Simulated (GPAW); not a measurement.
The P K edge of atom 2 in AsP (R3m), with 3 As at 2.45 Å and 3 As at 3.00 Å (distorted octahedral, site symmetry 3m), was computed in 3 ways: excited-electron core hole (neutral cell), full core hole (charged cell) and no core hole. Program and functional: GPAW, LDA, Gaussian full width 0.9 eV up to 4 eV, rising linearly to 3.5 eV at 25 eV; cells of 2 and 8 atoms (the run without a hole in the smaller).

Each run is counted from its own lowest empty level or Fermi level and scaled to a mean of 1 over its first 20 eV.

```csv
E (eV),run 1,run 2,run 3
-2.0,0.00,0.00,0.00
-1.4,0.00,0.00,0.00
-0.8,0.05,0.01,0.00
-0.2,0.83,0.21,0.15
0.4,2.06,1.25,0.92
1.0,2.36,2.27,1.68
1.6,2.87,2.33,1.96
2.2,2.85,2.97,2.08
2.8,1.75,2.87,1.86
3.4,1.30,1.61,1.93
4.0,1.14,1.19,1.77
4.6,1.11,1.08,1.50
5.2,0.97,1.02,1.44
5.8,0.58,0.91,1.54
6.4,0.39,0.55,1.27
7.0,0.31,0.38,0.77
7.6,0.31,0.31,0.47
8.2,0.36,0.30,0.37
8.8,0.41,0.36,0.34
9.4,0.53,0.41,0.40
10.0,0.70,0.52,0.50
10.6,0.84,0.68,0.60
11.2,0.92,0.83,0.74
11.8,0.94,0.91,0.87
12.4,0.91,0.93,0.92
13.0,0.83,0.90,0.87
13.6,0.74,0.83,0.79
14.2,0.70,0.74,0.72
14.8,0.72,0.69,0.70
15.4,0.76,0.71,0.70
16.0,0.78,0.75,0.71
16.6,0.78,0.77,0.74
17.2,0.78,0.77,0.76
17.8,0.80,0.78,0.77
18.4,0.83,0.80,0.78
19.0,0.85,0.83,0.80
19.6,0.85,0.85,0.83
20.2,0.83,0.85,0.84
20.8,0.79,0.82,0.82
21.4,0.75,0.78,0.79
22.0,0.73,0.75,0.76
22.6,0.71,0.72,0.73
23.2,0.69,0.70,0.71
23.8,0.66,0.67,0.68
24.4,0.65,0.65,0.65
25.0,0.64,0.64,0.63
25.6,0.63,0.63,0.62
26.2,0.63,0.63,0.60
26.8,0.63,0.63,0.59
27.4,0.65,0.63,0.58
28.0,0.69,0.65,0.58
28.6,0.76,0.69,0.60
29.2,0.84,0.75,0.64
```

Question: Which run is which?

Run 1: excited-electron core hole (neutral cell) (area from −2 to 6 eV 10.7, main maxima 1.9 eV (3.00), 11.8 eV (0.94) and 19.3 eV (0.86)). Run 2: full core hole (charged cell) (area from −2 to 6 eV 10.5, main maxima 2.5 eV (3.09), 12.4 eV (0.93) and 19.9 eV (0.85)). Run 3: no core hole (area from −2 to 6 eV 9.9, main maxima 2.0 eV (2.10), 3.5 eV (1.93), 5.8 eV (1.54) and 12.4 eV (0.92)). With each curve scaled to its own mean, the area from −2 to 6 eV with the hole is 10.7 against 9.9, and the centre of weight from −1 to 20 eV moves by -0.4 eV (first and strongest maxima below 20 eV: 2.0 eV (2.10), 3.5 eV (1.93) and 5.8 eV (1.54) without the hole, 1.9 eV (3.00), 11.8 eV (0.94) and 19.3 eV (0.86) with it); the shape changes all the same, by 39 % r.m.s.

[Banner, clock and machine lines of the logs are left out without a mark of their own.]

[Logs are printed without paths, hosts, clocks, repeated set-up lines and the standing remarks that a program may print on its own settings, such as how far it seeks lower states.]

[Hosts, paths, dates, database ids (printed as entryN), source tags and the programs' standing remarks are cut or masked in the printed files.]

[Lists of maxima count a maximum above −3 eV only where it reaches 4 % of the highest in the window and stands out from its surroundings by 2 % of it (1.5 % where it reaches 55 %); shoulders and weaker maxima are passed over, and of the rest the first, up to two pre-edge ones and the few strongest are named.]
